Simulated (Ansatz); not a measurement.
# LuHg (Pm-3m): Grüneisen parameters

Wanted: mode Grüneisen parameters of LuHg (Pm-3m).

Program: Ansatz 0.2.0. Level of theory: DFT PBEsol, scalar-relativistic, plane waves, PAW; PAW set soft_1. Results are calculated unless marked as measured.

## 1. Set-up

Symmetry: Pm-3m, No. 221, cubic system. Conventional cell: a = 3.590 Å, b = 3.590 Å, c = 3.590 Å, α = 90.00°, β = 90.00°, γ = 90.00°. Nearest to Lu lie 8 Hg at 3.11 Å. Nearest to Hg lie 8 Lu at 3.11 Å. Farther neighbours are not listed.

## 2. Phonons on a q mesh

The cell comes from relaxations at this level that are not shown. Stability and thermal properties need the whole zone. Linear response on a 4×4×4 q mesh gives force constants as far as a supercell of that size would.

Input file input.yaml:

```yaml
crystal:
  lattice:
    - [3.5896151594, 0.0, 0.0]
    - [0.0, 3.5896151594, 0.0]
    - [0.0, 0.0, 3.5896151594]
  atoms:
    - { symbol: Lu, position: [0.5, 0.5, 0.5] }
    - { symbol: Hg, position: [0.0, 0.0, 0.0] }
kpoints:
  mp_grid: { grid: [12, 12, 12] }
hamiltonian:
  xc: pbesol
  pseudopotentials: { kind: paw, azcp: { folder: soft_1 }, xc_functional: pbe }
scf:
  occupations: { method: methfessel_paxton, width: 0.2 }
output:
  eigenvalues: true
phonons:
  method: dfpt
  qmesh: [4, 4, 4]
  temperatures: { t_max: 1000, t_step: 50 }
  qpath:
    path:
      - [[0.0, 0.0, 0.0], [0.0, 0.5, 0.0], [0.5, 0.5, 0.0], [0.0, 0.0, 0.0], [0.5, 0.5, 0.5], [0.0, 0.5, 0.0]]
      - [[0.5, 0.5, 0.5], [0.5, 0.5, 0.0]]
    npoints: 10
```

Started as:

```sh
ansatz run input.yaml --threads 4 --pin off --max-ram 10240MiB --backend cpu --events-out ev --progress --plain --runs-dir out
```

Numbers of over 12 decimals in the logs are rounded to 6 here.

Output:

```text
Engine: ansatz 0.2.0, aarch64-unknown-linux-gnu
Pseudopotentials: kind: paw
Pseudopotential: Lu, paw, valence charge 25, recommended cutoff 420 eV (normal), soft_1/Lu.paw.azcp
Pseudopotential: Hg, paw, valence charge 20, recommended cutoff 420 eV (normal), soft_1/Hg.paw.azcp
Functional definition: PBEsol
  exchange = pbesol_x
  correlation = pbesol_c
Crystal: 2 atoms, lattice volume = 46.253 Å³
Basis set: ecut = 420 eV, 895 PW (Γ), exchange–correlation on 48×48×48 points (8 copies of the dense FFT grid, shifted against one another)
Bands: 27, of which v1, the nominal top of the filled ones, is band 23 counted from 1 (22 counted from 0)
Symmetry: 48 space group operations
k-points: 84 of 1728
Non-local potential: Lu, projectors of the file, l = 0: 3, l = 1: 2, l = 2: 2, l = 3: 3
Non-local potential: Hg, projectors of the file, l = 0: 3, l = 1: 2, l = 2: 2, l = 3: 1
PAW form: soft (Blöchl's): semilocal exchange-correlation on the pseudo side does not see the compensation charge
PAW frozen core: Lu, regenerated for the run's functional, and the local potential with it (the file was generated under x = pbe(κ = 0.804, μ = 0.219515), c = pbe(β = 0.066725))
PAW frozen core: Hg, regenerated for the run's functional, and the local potential with it (the file was generated under x = pbe(κ = 0.804, μ = 0.219515), c = pbe(β = 0.066725))
PAW one-centre angular grid: Lu, 590 points (default); XC on 64 Gauss nodes
PAW one-centre angular grid: Hg, 590 points (default); XC on 64 Gauss nodes
Initial density: superposition of atomic densities (chi_scale 0.1, normalization cell, long waves kept (reshape's long-wave potential 0.00 eV rms))
Initial wavefunctions: pseudopotential atomic-orbital guess
Functional: x = pbesol(κ = 0.804, μ = 0.123457), c = pbesol(β = 0.046)
SCF iter   1: F=—  HF=-28286.957759 eV  |F-HF|=—  |Δ(HF+E_count)|=         —  Δρ=1.44e-1  dr2=1.63e1  ethr=3.10e-3  ⟨swp⟩=5.3  Hψ=11226  notcnv=0
preconditioner: auto → Kerker (q_TF=auto, 2.716 Å⁻¹)  [metal: Δε(μ)=0.033 eV  Ē_g=12.497 eV  σ=0.200 eV  W_gap=0.14  n_scr=18 (ndim 8)  ℏωp=32.3 eV  f_vac=0.000  D(μ)=2.96/eV (n_scr^D=26)]
SCF iter   2: F=—  HF=-28283.679729 eV  |F-HF|=—  |Δ(HF+E_count)|=    3.28e0  S|Δr|=    0.00e0  Δρ=3.96e-2  dr2=1.51e0  ethr=3.10e-3  ⟨swp⟩=4.2  Hψ=6827  notcnv=0
SCF iter   3: F=—  HF=-28283.288307 eV  |F-HF|=—  |Δ(HF+E_count)|=   3.91e-1  S|Δr|=    0.00e0  Δρ=2.49e-2  dr2=3.90e-1  ethr=3.10e-3  ⟨swp⟩=2.8  Hψ=4931  notcnv=0
SCF iter   4: F=—  HF=-28283.140495 eV  |F-HF|=—  |Δ(HF+E_count)|=   1.48e-1  S|Δr|=    0.00e0  Δρ=1.24e-2  dr2=7.48e-2  ethr=8.68e-4  ⟨swp⟩=3.1  Hψ=5556  notcnv=0
SCF iter   5: F=—  HF=-28283.146821 eV  |F-HF|=—  |Δ(HF+E_count)|=   6.33e-3  S|Δr|=    0.00e0  Δρ=4.37e-3  dr2=4.37e-3  ethr=1.66e-4  ⟨swp⟩=2.7  Hψ=5422  notcnv=0
SCF iter   6: F=—  HF=-28283.145571 eV  |F-HF|=—  |Δ(HF+E_count)|=   1.25e-3  S|Δr|=    0.00e0  Δρ=1.01e-3  dr2=8.19e-4  ethr=9.71e-6  ⟨swp⟩=3.2  Hψ=5496  notcnv=0
SCF iter   7: F=—  HF=-28283.145352 eV  |F-HF|=—  |Δ(HF+E_count)|=   2.19e-4  S|Δr|=    0.00e0  Δρ=3.17e-4  dr2=7.73e-5  ethr=1.82e-6  ⟨swp⟩=2.1  Hψ=3844  notcnv=0
SCF iter   8: F=—  HF=-28283.145341 eV  |F-HF|=—  |Δ(HF+E_count)|=   1.13e-5  S|Δr|=    0.00e0  Δρ=6.90e-5  dr2=4.21e-6  ethr=1.72e-7  ⟨swp⟩=2.4  Hψ=4261  notcnv=0
SCF iter   9: F=—  HF=-28283.145335 eV  |F-HF|=—  |Δ(HF+E_count)|=   5.22e-6  S|Δr|=    0.00e0  Δρ=1.72e-5  dr2=2.09e-7  ethr=9.35e-9  ⟨swp⟩=3.0  Hψ=5279  notcnv=0
SCF iter  10: F=—  HF=-28283.145335 eV  |F-HF|=—  |Δ(HF+E_count)|=   4.38e-8  S|Δr|=    0.00e0  Δρ=3.86e-6  dr2=1.13e-8  ethr=4.65e-10  ⟨swp⟩=2.1  Hψ=3980  notcnv=0
SCF iter  11: F=—  HF=-28283.145335 eV  |F-HF|=—  |Δ(HF+E_count)|=   3.03e-9  S|Δr|=    0.00e0  Δρ=8.97e-7  dr2=3.57e-10  ethr=2.50e-11  ⟨swp⟩=2.8  Hψ=4757  notcnv=0
SCF iter  12: F=—  HF=-28283.145335 eV  |F-HF|=—  |Δ(HF+E_count)|=  3.64e-12  S|Δr|=    0.00e0  Δρ=3.74e-7  dr2=5.41e-11  ethr=1.00e-12  ⟨swp⟩=3.1  Hψ=5384  notcnv=0
SCF iter  13: F=-28283.145335 eV  HF=-28283.145335 eV  |F-HF|=3.64e-12  |Δ(HF+E_count)|=  6.18e-11  S|Δr|=    0.00e0  Δρ=7.07e-8  dr2=1.49e-12  ethr=1.00e-12  ⟨swp⟩=10.0  Hψ=17978  notcnv=0
SCF 1 converged in 13 iterations: F = -28283.145335 eV  dr2 = 1.49e-12
  greatest PAW one-centre occupation: 1.000 electrons in one spin orbital (limit 2), on the Hg atom at site 1 (counted from 0), in its partial waves of l = 0
phonons: the bands overlap, so this run is a metal and interpolates without the dipole-dipole term. If the crystal is really an insulator or semiconductor, its LO-TO splitting is missing
NSCF: frozen V_eff on 84 k-points
NSCF: frozen V_eff on 196 k-points
DFPT response loops at q = (0, 0, 0) (fractional): preconditioner auto → Kerker (q_TF=auto, 2.716 Å⁻¹) (partly filled bands, converged f_vac=0.000); β = 1.00, the filter's whole step (`scf.mixing.beta` (0.50) is not read by the response loops under this deck's `scf.mixing.preconditioner`; to damp them name `kerker` or `kerker_dos`, under which they read `scf.mixing.beta`, and type it under 1.00, their step now; both keys bind the ground state too); Broyden in place of MSR1
NSCF: frozen V_eff on 1176 k-points
DFPT response loops at q = (0, 0, 0.25) (fractional): mixed as the last ones told, above
NSCF: frozen V_eff on 686 k-points
DFPT response loops at q = (0, 0, -0.5) (fractional): mixed as the last ones told, above
NSCF: frozen V_eff on 2016 k-points
DFPT response loops at q = (0, 0.25, 0.25) (fractional): mixed as the last ones told, above
NSCF: frozen V_eff on 1176 k-points
DFPT response loops at q = (0, 0.25, -0.5) (fractional): mixed as the last ones told, above
NSCF: frozen V_eff on 686 k-points
DFPT response loops at q = (0, -0.5, -0.5) (fractional): mixed as the last ones told, above
NSCF: frozen V_eff on 1872 k-points
DFPT response loops at q = (0.25, 0.25, 0.25) (fractional): mixed as the last ones told, above
NSCF: frozen V_eff on 2016 k-points
DFPT response loops at q = (0.25, 0.25, -0.5) (fractional): mixed as the last ones told, above
NSCF: frozen V_eff on 1176 k-points
DFPT response loops at q = (0.25, -0.5, -0.5) (fractional): mixed as the last ones told, above
NSCF: frozen V_eff on 392 k-points
DFPT response loops at q = (-0.5, -0.5, -0.5) (fractional): mixed as the last ones told, above
SCF converged after 13 iterations
Stability not checked: this state was not tested for a lower state beside it, because cold or Methfessel-Paxton smearing, or corrected tetrahedra, fill the levels in a way that the test cannot read (fill_not_monotonic; see scf.lower_state_search)
Free energy (F): -28283.145335 eV
Harris-Foulkes:  -28283.145335 eV  (|F-HF|=3.64e-12)
Internal energy: -28283.147850 eV  (E = F + TS)
E sigma→0 (E₀):  -28283.145964 eV
Entropy (-TS):   0.002515 eV (1.257 meV/atom)
Fermi energy:    16.954296 eV
--- Per-component energies (eV) ---
  E_band       = -300.808380
  E_kinetic    = 993.457056
  E_local      = -8773.268438  (includes V_loc(G=0)·N_el)
  E_nonlocal   = 768.999879
  E_hartree    = 3695.764238
  E_xc         = -416.850172
  E_vxc        = -503.277426  (∫ρ·V_xc dr)
  E_paw        = -17111.155727  (= ΣΔE_a)
  E_vpaw       = -178.248323  (= ΣTr[D̂ρ^β])
  E_aug_tail   = 0.000473  (compensation charges beyond the density's cutoff)
  E_ewald      = -7441.615753
  E_core_change = 1.520594  (= ΣΔE_core)
  E_smearing   = 0.002515  (= −TS)
  E_closure    = 0.000000  (closes the sum)
  Σ components = -28283.145335   (vs F -28283.145335, Δ=0.00e0)
--- Band table (eV; the first three rows and the last of 84) ---
  k-point 0: bands = [... 19 lower, 11.4076, 11.4281, 17.4032, 17.4032, 21.4466, 21.4466, 21.4466, 21.4979]
  k-point 1: bands = [... 19 lower, 11.4109, 11.4315, 17.3346, 17.3798, 20.5426, 20.5426, 20.9185, 21.4228]
  k-point 2: bands = [... 19 lower, 11.4197, 11.4410, 16.9219, 17.3148, 19.7346, 19.7346, 20.2676, 21.3583]
  k-point 83: bands = [... 19 lower, 11.4323, 14.8232, 14.8232, 14.8232, 15.3713, 22.2944, 22.2944, 22.2944]
--- Phonons (Γ-DFPT): 2 representative perturbations + reference (Σ response iterations 6) ---
  ASR residual: 4.487e-5 → 0.000e0 eV/Å²; symmetrization residual: 3.106e-5 eV/Å²
  ASR residual per site (eV/Å²): 1.96e-5 4.49e-5
  Γ frequencies (cm⁻¹): 0.00 0.00 0.00 86.75 86.75 86.75
--- Phonons (arbitrary-q DFPT): 10 irreducible q on the 4×4×4 mesh ---
  q = [0.0000, 0.0000, 0.0000] (star 1, of the zone-centre solve; hermiticity 2.40e-5, symmetrization 1.05e-11): -0.00 0.00 0.00 86.75 86.75 86.75
  q = [0.0000, 0.0000, 0.2500] (star 6, 4 solved perturbations in 1848 linear systems a pass and spin channel, the states on 588 of 1728 k-point pairs; hermiticity 8.58e-6, symmetrization 1.71e-12): 38.35 38.35 57.22 82.02 82.02 99.24
  q = [0.0000, 0.0000, -0.5000] (star 3, 4 solved perturbations in 1078 linear systems a pass and spin channel, the states on 343 of 1728 k-point pairs; hermiticity 5.01e-8, symmetrization 2.85e-8): 59.09 59.09 70.85 74.25 74.25 114.88
  q = [0.0000, 0.2500, 0.2500] (star 12, 4 solved perturbations in 3108 linear systems a pass and spin channel, the states on 1008 of 1728 k-point pairs; hermiticity 8.22e-6, symmetrization 1.03e-12): 31.94 45.47 67.07 75.71 94.71 103.20
  q = [0.0000, 0.2500, -0.5000] (star 12, 6 solved perturbations on 588 of 1728 k-point pairs; hermiticity 5.90e-6, symmetrization 9.70e-8): 46.50 50.96 57.44 63.93 101.07 112.40
  q = [0.0000, -0.5000, -0.5000] (star 3, 4 solved perturbations in 1078 linear systems a pass and spin channel, the states on 343 of 1728 k-point pairs; hermiticity 1.13e-5, symmetrization 1.09e-10): 34.52 34.52 51.65 56.57 119.95 119.95
  q = [0.2500, 0.2500, 0.2500] (star 8, 2 solved perturbations on 936 of 1728 k-point pairs; hermiticity 4.87e-6, symmetrization 5.35e-12): 48.37 48.37 54.33 95.90 97.13 97.13
  q = [0.2500, 0.2500, -0.5000] (star 12, 4 solved perturbations in 3108 linear systems a pass and spin channel, the states on 1008 of 1728 k-point pairs; hermiticity 4.87e-6, symmetrization 8.08e-7): 33.17 48.68 65.34 87.26 99.16 110.96
  q = [0.2500, -0.5000, -0.5000] (star 6, 4 solved perturbations in 1848 linear systems a pass and spin channel, the states on 588 of 1728 k-point pairs; hermiticity 9.73e-6, symmetrization 1.93e-8): 46.01 46.01 64.31 81.90 107.41 107.41
  q = [-0.5000, -0.5000, -0.5000] (star 1, 2 solved perturbations on 196 of 1728 k-point pairs; hermiticity 2.24e-9, symmetrization 1.12e-9): 60.82 60.82 60.82 93.70 93.70 93.70
  sum rule: each row above includes the acoustic sum rule's correction from the zone centre's row sums; it moved no ω² by more than (0.25 cm⁻¹)²
  mesh force constants: q→R imaginary residual 3.18e-18; ASR residual 4.487e-5 → 0.000e0 eV/Å²; symmetrization residual 1.776e-15 eV/Å²
  interpolated dispersion: 62 rows × 6 modes
  density of states and harmonic sums: on the 20×20×20 q-mesh, interpolated from the force constants of a 4×4×4 supercell (no non-analytic term)
  largest difference from the sums on the solved wave vectors: F 1.52e-2 eV, S 1.92e-5 and C_V 4.01e-6 eV/K
  zero-point energy: 0.026684 eV/cell   skipped modes (ω ≤ 0): 3   left out of the sums: 6.25e-5 of the cell's modes: C_V's classical limit lies that fraction below 3 k_B per atom; for a crystal, a wire or a layer, F and S can be off by more, and a phonons.interpolated_qmesh denser along its periods is the remedy for the sampling
```

Wall time 9 min (4 threads of Arm Neoverse V2, shared host); peak memory 3.1 GiB.

This step gave:

```yaml
volume_per_atom: 23.13 Å³
gap_on_the_k_mesh: 0 eV
sum_rule_residual_before_enforcement: 4.49e-5 eV/Å²
lowest_frequency_on_the_path: 0 cm⁻¹
point_group: m-3m
highest_frequency_on_the_path_or_at_a_solved_wavevector: 120 cm⁻¹
mean_frequency: 71.8 cm⁻¹
debye_temperature_second_moment: 142 K
logarithmic_mean_frequency: 66.7 cm⁻¹
highest_optical_mode_at_the_zone_centre_no_lo_to_term: 86.75 cm⁻¹
lowest_optical_zone_centre_mode: 86.75 cm⁻¹
lowest_mode_on_the_q_mesh_acoustic_modes_at_gamma_apart: 31.94 cm⁻¹
zero_point_energy_per_atom: 13.34 meV
heat_capacity_at_300_k: 24.67 J/(mol atoms K)
vibrational_entropy_at_300_k: 53.53 J/(mol atoms K)
```

Frequencies (cm⁻¹) solved at each irreducible wavevector; negative means imaginary. Frequencies by wavevector, by row:

```
q in reciprocal lattice units  star  mode 1  mode 2  mode 3  mode 4  mode 5  mode 6
                        0 0 0     1       0       0       0    86.8    86.8    86.8
                     0 0 0.25     6    38.4    38.4    57.2      82      82    99.2
                     0 0 -0.5     3    59.1    59.1    70.8    74.2    74.2   114.9
                  0 0.25 0.25    12    31.9    45.5    67.1    75.7    94.7   103.2
                  0 0.25 -0.5    12    46.5      51    57.4    63.9   101.1   112.4
                  0 -0.5 -0.5     3    34.5    34.5    51.6    56.6     120     120
               0.25 0.25 0.25     8    48.4    48.4    54.3    95.9    97.1    97.1
               0.25 0.25 -0.5    12    33.2    48.7    65.3    87.3    99.2     111
               0.25 -0.5 -0.5     6      46      46    64.3    81.9   107.4   107.4
               -0.5 -0.5 -0.5     1    60.8    60.8    60.8    93.7    93.7    93.7
```

Symmetry leaves 10 wavevectors to solve. The lowest mode among them, the acoustic zeros apart, lies at q = (0, 0.25, 0.25) and is real, 31.9 cm⁻¹.

## 3. Relaxing at another volume, volume ratio 0.97

The volume is scaled by 0.97 and held; symmetry leaves nothing to relax, so this is a single point. The modes can then be followed against volume.

input.yaml, the sections that differ from step 2:

```yaml
crystal:
  lattice:
    - [3.5533539412, 0.0, 0.0]
    - [0.0, 3.5533539412, 0.0]
    - [0.0, 0.0, 3.5533539412]
  atoms:
    - { symbol: Lu, position: [0.5, 0.5, 0.5] }
    - { symbol: Hg, position: [0.0, 0.0, 0.0] }
output:
  forces: true
  stress: true
  eigenvalues: true
  write_density: true
  write_potential: true
  elf: true
  volumetric_format: npy
# kpoints, hamiltonian, scf: as in step 2
# phonons: removed
```

Output:

```text
[...]
Crystal: 2 atoms, lattice volume = 44.866 Å³
Basis set: ecut = 420 eV, 895 PW (Γ), exchange–correlation on 48×48×48 points (8 copies of the dense FFT grid, shifted against one another)
Bands: 27, of which v1, the nominal top of the filled ones, is band 23 counted from 1 (22 counted from 0)
Symmetry: 48 space group operations
[...]
k-points: 84 of 1728
[...]
--- Band table (eV; the first three rows and the last of 84) ---
  k-point 0: bands = [... 19 lower, 12.0922, 12.1139, 18.0155, 18.0155, 22.1941, 22.1941, 22.1941, 22.2304]
  k-point 1: bands = [... 19 lower, 12.0957, 12.1175, 17.9500, 17.9885, 21.2476, 21.2476, 21.6628, 22.1679]
  k-point 2: bands = [... 19 lower, 12.1052, 12.1276, 17.5466, 17.9139, 20.4074, 20.4074, 21.0016, 22.0969]
  k-point 83: bands = [... 19 lower, 12.1191, 15.3303, 15.3303, 15.3303, 16.0574, 23.1166, 23.1166, 23.1166]
[key lines of the parts left out:]
SCF converged after 10 iterations
Free energy (F): -28283.134161 eV
Fermi energy:    17.564875 eV
P = ⅓ Tr σ = 2.6581 GPa (26.581 kbar)
```

Elapsed: 2.3 s, on 4 threads; peak memory 0.4 GiB.

This step gave:

* pressure: 2.658 GPa
* volume per atom: 22.43 Å³

Valence density in the ac plane at fractional y = 0.000, with atoms of Hg within 0.2 Å of it. It is the smooth field of the valence electrons, not physical close to the nuclei.

Ten even steps from '0' (0 e/Å³) to '9' (16 e/Å³), each cell a mean:
```
86310000000147
53200000000124
21000000000011
00000000000000
00000000000000
00000000000000
00000000000000
00000000000000
00000000000000
00000000000000
11000000000001
43100000000023
76310000000136
97410000000258
```
Columns run along a (3.6 Å), rows up along c (3.6 Å). Atoms in or near the plane, at fractional coordinates: Hg at (0.00, 0.00).

ELF in the ac plane at fractional y = 0.000, with atoms of Hg within 0.2 Å of it. It is the smooth field of the valence electrons, not physical close to the nuclei.

Ten even steps from '0' (0.14) to '9' (0.79), each cell a mean:
```
86542222223457
55432222222345
44322322232334
33223322233223
22233211123322
22222100012222
22222100012222
22222100012222
22233211123322
22223322233222
44322322232234
55432222222345
76542222223456
97542222223458
```
Columns run along a (3.6 Å), rows up along c (3.6 Å). Atoms in or near the plane, at fractional coordinates: Hg at (0.00, 0.00).

Electrostatic potential energy in the ac plane at fractional y = 0.000, with atoms of Hg within 0.2 Å of it. With pseudopotentials it is smooth inside the atoms' cores, unlike the true potential.

Ten even steps from '_' (-31 eV) to '@' (20 eV), each cell a mean:
```
____..==##@@@@@@@@@@##--____
__..::++%%@@@@@@@@@@##==::__
::--++##@@@@@@@@@@@@%%##==--
**##%%@@@@@@@@@@@@@@@@%%####
@@@@@@@@@@@@@@@@@@@@@@@@@@@@
@@@@@@@@@@@@@@@@@@@@@@@@@@@@
@@@@@@@@@@@@@@@@@@@@@@@@@@@@
@@@@@@@@@@@@@@@@@@@@@@@@@@@@
@@@@@@@@@@@@@@@@@@@@@@@@@@@@
####%%@@@@@@@@@@@@@@@@@@%%##
--==**%%@@@@@@@@@@@@@@##++==
__..--**%%@@@@@@@@@@%%++::..
____..==##@@@@@@@@@@##--..__
______--##@@@@@@@@@@**::____
```
Columns run along a (3.6 Å; values clipped at the 3rd and 97th percentile), rows up along c (3.6 Å). Atoms in or near the plane, at fractional coordinates: Hg at (0.00, 0.00).

(Part 1 of 2 ends here.)

[Logs are printed without paths, hosts, clocks, repeated set-up lines and the standing remarks that a program may print on its own settings, such as how far it seeks lower states.]

[Hosts, paths, dates, database ids (printed as entryN), source tags and the programs' standing remarks are cut or masked in the printed files.]
